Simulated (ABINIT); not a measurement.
**Quasiparticle gap of SiC (Moissanite) in ABINIT**

Aim: the G0W0 gap of SiC (Moissanite) on PBE, step by step.

Main program and level: ABINIT 10.8.3; PBE and many-body steps on it, plane waves.

**Experimental background.**

- Gap 3.03 eV: indirect gap, experimental literature value; quoted from earlier experiment; bulk crystal (quoted in “Charge spill-out and work function of few-layer graphene on SiC(0001)”, 2018, arxiv:1806.04908).

- Gap 3 eV: optical absorption onset, approximate; UV-Vis-NIR transmission; bulk crystal (400 micron semi-insulating 6H-SiC wafer) (“Effects of energetic ion irradiation on WSe2/SiC heterostructures”, 2017, pmc:5482891).

- Gap 3.02 eV: band gap at cryogenic temperature; bulk crystal (literature value) (quoted in “Silicon carbide diodes for neutron detection”, 2020, arxiv:2009.14696).

This is a report of a sequence of runs, with most program output left out.

### 1. The structure

The structure is hexagonal, space group P6_3mc (No. 186). Conventional cell: a = 3.081 Å, b = 3.081 Å, c = 15.125 Å, α = 90.00°, β = 90.00°, γ = 120.00°. Si has 4 C at 1.88 to 1.90 Å nearest. Nearest to Si lie 4 C at 1.89 Å. Nearest to C lie 4 Si at 1.88 to 1.89 Å. Nearest to C lie 4 Si at 1.89 Å. Nearest to C lie 4 Si at 1.89 to 1.90 Å. Farther neighbours are not listed.

The cell and positions come from the Crystallography Open Database and are kept as given unless a step says otherwise.

### 2. Ground state

This step: ABINIT 10.8.3; DFT, PBE, plane waves, norm-conserving pseudopotentials.

The ground-state density comes first.

Input file run.abi:

```
acell 3*1.0 Angstrom
rprim 
  3.081000000023 -0.000000000005 0.000000000000
  -1.540500000007 2.668224269083 0.000000000000
  0.000000000000 0.000000000000 15.124800000000
ntypat 2
znucl 14 6
natom 12
typat 1 1 1 1 1 1 2 2 2 2 2 2
xred 
  0.000000000000 0.000000000000 0.000000000000
  0.000000000000 0.000000000000 0.500000000000
  0.333333333333 0.666666666667 0.166400000000
  0.666666666667 0.333333333333 0.666400000000
  0.666666666667 0.333333333333 0.332900000000
  0.333333333333 0.666666666667 0.832900000000
  0.333333333333 0.666666666667 0.041200000000
  0.666666666667 0.333333333333 0.541200000000
  0.666666666667 0.333333333333 0.208000000000
  0.333333333333 0.666666666667 0.708000000000
  0.000000000000 0.000000000000 0.374600000000
  0.000000000000 0.000000000000 0.874600000000
pp_dirpath "pseudos"
pseudos "Si.upf, C.upf"
ecut 37
ngkpt 6 6 2
nshiftk 1
shiftk 0 0 0
kptopt 1
chksymbreak 0
nband 34
occopt 1
tolvrs 1e-10
nstep 60
prtwf 0
optforces 0
optstress 0
indata_prefix "in"
outdata_prefix "out"
tmpdata_prefix "tmp"
```

On the command line:

```console
$ OMP_NUM_THREADS=1 mpirun -n 8 abinit run.abi > log
```

The job ended after 31 s (8 MPI ranks of Arm Neoverse V1, shared host; peak memory 0.83 GiB).

Numbers from this step:

```yaml
total_energy: -1676.7154 eV
gap: 2.017 eV
k_of_the_valence_top: 0, 0, 0
k_of_the_conduction_bottom: 0.5, 0, 0
least_direct_gap: 3.123 eV
```

The gap is indirect, with the least direct gap 1.11 eV higher.

### 3. Bands along the symmetry lines

The cheap functional maps the bands first; the places of the edges decide which points the dearer methods must see.

run.abi, as its differences from that of step 2:

```diff
@@ -25,14 +25,53 @@
 ecut 37
-ngkpt 6 6 2
-nshiftk 1
-shiftk 0 0 0
-kptopt 1
-chksymbreak 0
-nband 34
-occopt 1
-tolvrs 1e-10
-nstep 60
+iscf -2
+irdden 1
+kptopt 0
+nkpt 39
+kpt 
+  0.00000000 0.00000000 0.00000000
+  0.12500000 0.00000000 0.00000000
+  0.25000000 0.00000000 0.00000000
+  0.37500000 0.00000000 0.00000000
+  0.50000000 0.00000000 0.00000000
+  0.45833333 0.08333333 0.00000000
+  0.41666666 0.16666666 0.00000000
+  0.37500000 0.25000000 0.00000000
+  0.33333333 0.33333333 0.00000000
+  0.25000000 0.25000000 0.00000000
+  0.16666666 0.16666666 0.00000000
+  0.08333333 0.08333333 0.00000000
+  0.00000000 0.00000000 0.00000000
+  0.00000000 0.00000000 0.12500000
+  0.00000000 0.00000000 0.25000000
+  0.00000000 0.00000000 0.37500000
+  0.00000000 0.00000000 0.50000000
+  0.12500000 0.00000000 0.50000000
+  0.25000000 0.00000000 0.50000000
+  0.37500000 0.00000000 0.50000000
+  0.50000000 0.00000000 0.50000000
+  0.45833333 0.08333333 0.50000000
+  0.41666666 0.16666666 0.50000000
+  0.37500000 0.25000000 0.50000000
+  0.33333333 0.33333333 0.50000000
+  0.25000000 0.25000000 0.50000000
+  0.16666666 0.16666666 0.50000000
+  0.08333333 0.08333333 0.50000000
+  0.00000000 0.00000000 0.50000000
+  0.50000000 0.00000000 0.50000000
+  0.50000000 0.00000000 0.37500000
+  0.50000000 0.00000000 0.25000000
+  0.50000000 0.00000000 0.12500000
+  0.50000000 0.00000000 0.00000000
+  0.33333333 0.33333333 0.50000000
+  0.33333333 0.33333333 0.37500000
+  0.33333333 0.33333333 0.25000000
+  0.33333333 0.33333333 0.12500000
+  0.33333333 0.33333333 0.00000000
+istwfk *1
+nband 39
+nbdbuf 10
+tolwfr 1e-07
+nstep 50
 prtwf 0
-optforces 0
-optstress 0
+prtvol 0
 indata_prefix "in"
```

Elapsed: 35 s, on 8 MPI ranks; peak memory 0.82 GiB.

Numbers from this step:

| Property | Result |
| --- | --- |
| gap | 2.012 eV |
| k of the valence top | 0, 0, 0 |
| k of the conduction bottom | 0.5, 0, 0.25 |
| least direct gap | 3.123 eV |

The gap is 2.012 eV, −0.005 eV from the run before at this level.

Electronic bands along the path, in eV, zero at the top of the highest filled band:

```
    point  band 21  band 22  band 23  band 24  band 25  band 26  band 27  band 28
        Γ    -0.29    -0.04     0.00     0.00     5.16     5.34     5.74     6.25
  halfway    -1.17    -1.09    -0.70    -0.54     3.67     3.89     4.38     5.01
        M    -1.84    -1.76    -1.66    -1.11     2.02     2.21     3.23     3.89
  halfway    -2.44    -2.22    -2.00    -1.77     2.85     3.50     4.51     4.92
        K    -3.14    -2.21    -2.08    -2.08     3.49     3.49     3.75     5.04
  halfway    -1.78    -1.73    -1.30    -0.72     4.79     4.86     4.97     5.06
        Γ    -0.29    -0.04     0.00     0.00     5.16     5.34     5.74     6.25
  halfway    -0.20    -0.20    -0.02    -0.02     5.18     5.30     5.81     6.15
        A    -0.09    -0.09    -0.09    -0.09     5.23     5.23     5.97     5.97
  halfway    -1.00    -1.00    -0.71    -0.71     3.77     3.77     4.73     4.73
        L    -1.72    -1.72    -1.31    -1.31     2.06     2.06     3.45     3.45
  halfway    -2.68    -2.68    -1.67    -1.67     3.20     3.20     4.48     4.48
        H    -2.63    -2.63    -2.27    -2.27     3.68     3.68     4.32     4.32
  halfway    -1.96    -1.96    -0.85    -0.85     4.74     4.74     5.12     5.12
        A    -0.09    -0.09    -0.09    -0.09     5.23     5.23     5.97     5.97
jump to L    -1.72    -1.72    -1.31    -1.31     2.06     2.06     3.45     3.45
  halfway    -2.00    -1.64    -1.53    -1.16     2.01     2.16     3.29     3.68
        M    -1.84    -1.76    -1.66    -1.11     2.02     2.21     3.23     3.89
jump to H    -2.63    -2.63    -2.27    -2.27     3.68     3.68     4.32     4.32
  halfway    -2.97    -2.33    -2.16    -2.16     3.58     3.58     3.91     4.80
        K    -3.14    -2.21    -2.08    -2.08     3.49     3.49     3.75     5.04
```

### 4. Empty states on the mesh, 3×3×1 mesh, 257 bands

The sums over transitions need many empty states on a uniform mesh; this step solves for them.

Input file run.abi:

```
acell 3*1.0 Angstrom
rprim 
  3.081000000023 -0.000000000005 0.000000000000
  -1.540500000007 2.668224269083 0.000000000000
  0.000000000000 0.000000000000 15.124800000000
ntypat 2
znucl 14 6
natom 12
typat 1 1 1 1 1 1 2 2 2 2 2 2
xred 
  0.000000000000 0.000000000000 0.000000000000
  0.000000000000 0.000000000000 0.500000000000
  0.333333333333 0.666666666667 0.166400000000
  0.666666666667 0.333333333333 0.666400000000
  0.666666666667 0.333333333333 0.332900000000
  0.333333333333 0.666666666667 0.832900000000
  0.333333333333 0.666666666667 0.041200000000
  0.666666666667 0.333333333333 0.541200000000
  0.666666666667 0.333333333333 0.208000000000
  0.333333333333 0.666666666667 0.708000000000
  0.000000000000 0.000000000000 0.374600000000
  0.000000000000 0.000000000000 0.874600000000
pp_dirpath "pseudos"
pseudos "Si.upf, C.upf"
ecut 37
ngkpt 3 3 1
nshiftk 1
shiftk 0 0 0
kptopt 1
chksymbreak 0
iscf -2
irdden 1
istwfk *1
nband 257
nbdbuf 22
tolwfr 1e-09
nstep 60
prtvol 0
indata_prefix "in"
outdata_prefix "out"
tmpdata_prefix "tmp"
```

On the command line:

```console
$ OMP_NUM_THREADS=2 mpirun -n 3 abinit run.abi > log
```

It took 82 s on 3 MPI ranks; peak memory 0.34 GiB.

Numbers from this step:

```yaml
gap: 2.813 eV
k_of_the_valence_top: 0, 0, 0
k_of_the_conduction_bottom: 0.3333, 0, 0
least_direct_gap: 3.641 eV
k_points_computed: 3
lowest_point_of_the_top_converged_band_above_the_valence_top: 68.9346 eV
```

On this mesh the gap is 2.813 eV. The earlier step found 2.017 eV, so this mesh misses an edge.

### 5. Screening, 3×3×1 mesh, 235 bands, screening to 155.1 eV

The RPA dielectric matrix is built and inverted for each q.

This step: RPA screening on PBE, plane waves, norm-conserving pseudopotentials.

run.abi, as its differences from that of step 4:

```diff
@@ -30,10 +30,11 @@
 chksymbreak 0
-iscf -2
-irdden 1
 istwfk *1
-nband 257
-nbdbuf 22
-tolwfr 1e-09
-nstep 60
-prtvol 0
+occopt 1
+irdwfk 1
+optdriver 3
+nband 235
+ecuteps 5.7
+inclvkb 2
+awtr 1
+symchi 1
 indata_prefix "in"
```

On the command line:

```console
$ OMP_NUM_THREADS=1 mpirun -n 8 abinit run.abi > log
```

Run time: 40 s. Hardware: 8 MPI ranks; peak memory 2.6 GiB; 5.3 min of CPU time.

Numbers from this step:

```
ε∞ with local fields, on this mesh, along the program's q direction : 9.791
the same without local fields                                       : 10.71
plasma frequency                                                    : 23.07 eV
plane waves in the screening matrix                                 : 553
```

Local fields lower ε∞ by 9 %. On a Γ-centred mesh this coarse the value itself is usually too large, while a short band sum pulls it down.

### 6. Self-energy, 3×3×1 mesh, 235 bands, screening to 155.1 eV

The self-energy is evaluated for the states that the input lists, and the levels follow from it, in one-shot runs by the linearised quasiparticle equation.

This step: G0W0 on PBE, plane waves, norm-conserving pseudopotentials.

run.abi, as its differences from that of step 5:

```diff
@@ -33,8 +33,17 @@
 irdwfk 1
-optdriver 3
+optdriver 4
 nband 235
+gwcalctyp 0
+ecutsigx 37
+symsigma 1
+nkptgw 2
+kptgw 
+  0.0000000000 0.0000000000 0.0000000000
+  0.3333333333 0.0000000000 0.0000000000
+bdgw 
+  23 26
+  23 26
 ecuteps 5.7
-inclvkb 2
-awtr 1
-symchi 1
+irdscr 1
+ppmodel 1
 indata_prefix "in"
```

Wall time 21 s (8 MPI ranks); peak memory 1.9 GiB; 2.8 min of CPU time.

Numbers from this step:

* G0W0 gap on the points computed: 3.470 eV
* starting gap on the mesh: 2.813 eV
* k of the valence top: 0, 0, 0
* k of the conduction bottom: 0.3333, 0, 0
* Z at the valence top: 0.79
* Z at the conduction bottom: 0.813
* least direct G0W0 gap on the computed points: 4.41 eV

The gap on the mesh goes from 2.81 eV to 3.47 eV, a correction of +0.66 eV. The start differs from the 2.02 eV found before because the two sample other k points.

Limits: finite bands, cutoff and mesh; coarse k mesh. v1 is the top filled band, c1 the lowest empty one. The levels before and after the correction (eV, zero at the valence-band top of each column):

```
           conduction bottom  valence top
Kohn-Sham               2.81         0.00
     G0W0               3.47         0.00
```

|  | level | energy (eV) |
| --- | --- | --- |
| Kohn-Sham | Γ v2-v1 | 0.000 |
| Kohn-Sham | Γ c1 | 5.164 |
| Kohn-Sham | Γ c2 | 5.336 |
| Kohn-Sham | (0.333 0 0) v2 | -1.079 |
| Kohn-Sham | (0.333 0 0) v1 | -0.829 |
| Kohn-Sham | (0.333 0 0) c1 | 2.813 |
| Kohn-Sham | (0.333 0 0) c2 | 2.903 |
| G0W0 | Γ v2-v1 | 0.000 |
| G0W0 | Γ c1 | 6.032 |
| G0W0 | Γ c2 | 6.195 |
| G0W0 | (0.333 0 0) v2 | -1.162 |
| G0W0 | (0.333 0 0) v1 | -0.940 |
| G0W0 | (0.333 0 0) c1 | 3.470 |
| G0W0 | (0.333 0 0) c2 | 3.574 |

### 7. Where the time went

Times are wall times on the hardware named with each run, good to a factor of about two.

```
                          step  time  share  memory (GiB)
                  ground state  31 s   15 %          0.83
bands along the symmetry lines  35 s   17 %          0.82
      empty states on the mesh  82 s   39 %          0.34
                     screening  40 s   19 %           2.6
                   self-energy  21 s   10 %           1.9
```

### 8. Results

| Property | Result |
| --- | --- |
| PBE gap | 2.01 eV, indirect |
| G0W0 gap on the mesh | 3.47 eV |
| G0W0 gap over the zone (rigid shift) | 2.67 eV |
| GW settings | 3×3×1 mesh, 235 bands, screening to 155.1 eV, Godby-Needs plasmon pole |
| known limits | not at the basis limit; coarse k mesh |

In words: G0W0 moves the gap on the mesh from 2.81 eV to 3.47 eV (+0.66 eV), with Z of 0.79 and 0.81 at the edges. The mesh misses the band edges by 0.80 eV in all; a rigid shift gives 2.67 eV for the zone. Local fields lower the RPA ε∞ on this mesh from 10.71 to 9.79; a Γ-centred mesh this coarse tends to raise both, most where the direct gap is narrow, while a short band sum lowers them. Only 2 of the mesh's irreducible points were corrected, so a valley elsewhere could overtake. The dearest step here is «empty states on the mesh». Against experiment, by G0W0@PBE: the gap of 2.67 eV lies −0.36 eV from the measured 3.03 eV (indirect, quoted 2018); the gap of 2.67 eV lies −0.33 eV from the measured 3 eV (optical, 2017); the gap of 2.67 eV lies −0.35 eV from the measured 3.02 eV (kind not stated, quoted 2020). An exciton line or allowed optical edge lies below the quasiparticle gap by the binding energy; a forbidden edge can push the onset above it. The calculation has static nuclei and no excitons; a measured gap holds zero-point and thermal motion, which mostly lowers it. Bands and cutoff are finite, so the gap is not at the basis limit. The miss can reach some tenths of an eV and take either sign; the mesh is an error of its own. In the G0W0 run levels were corrected at 2 k points alone, so a gap called «on the mesh» is the least over those, and an edge elsewhere would be missed. A denser mesh or path gives a starting gap of 2.01 eV: the GW mesh misses a band edge, so its gaps are not the fundamental one. The 3×3×1 mesh is coarse for this cell, which bears on the long-range parts of exchange and screening.

[Paths, hosts, dates, memory and timing lines, banners, echoed tables and standing remarks are left out of the program output.]

[Logs are printed without paths, hosts, clocks, repeated set-up lines and the standing remarks that a program may print on its own settings, such as how far it seeks lower states.]

[Runs of the session that timed out or met a known fault of the program may be left out.]

[Hosts, paths, dates, database ids (printed as entryN), source tags and the programs' standing remarks are cut or masked in the printed files.]

[G0W0 gaps are taken among the corrected bands and points alone; a level outside them can change the order at an edge.]

[Where Ansatz stands beside ABINIT at settings called matched, ABINIT's density can come from a denser mesh and the files from another edition; pairs whose starting gaps differed by over 0.03 eV were left out, so agreement reads better than it is.]
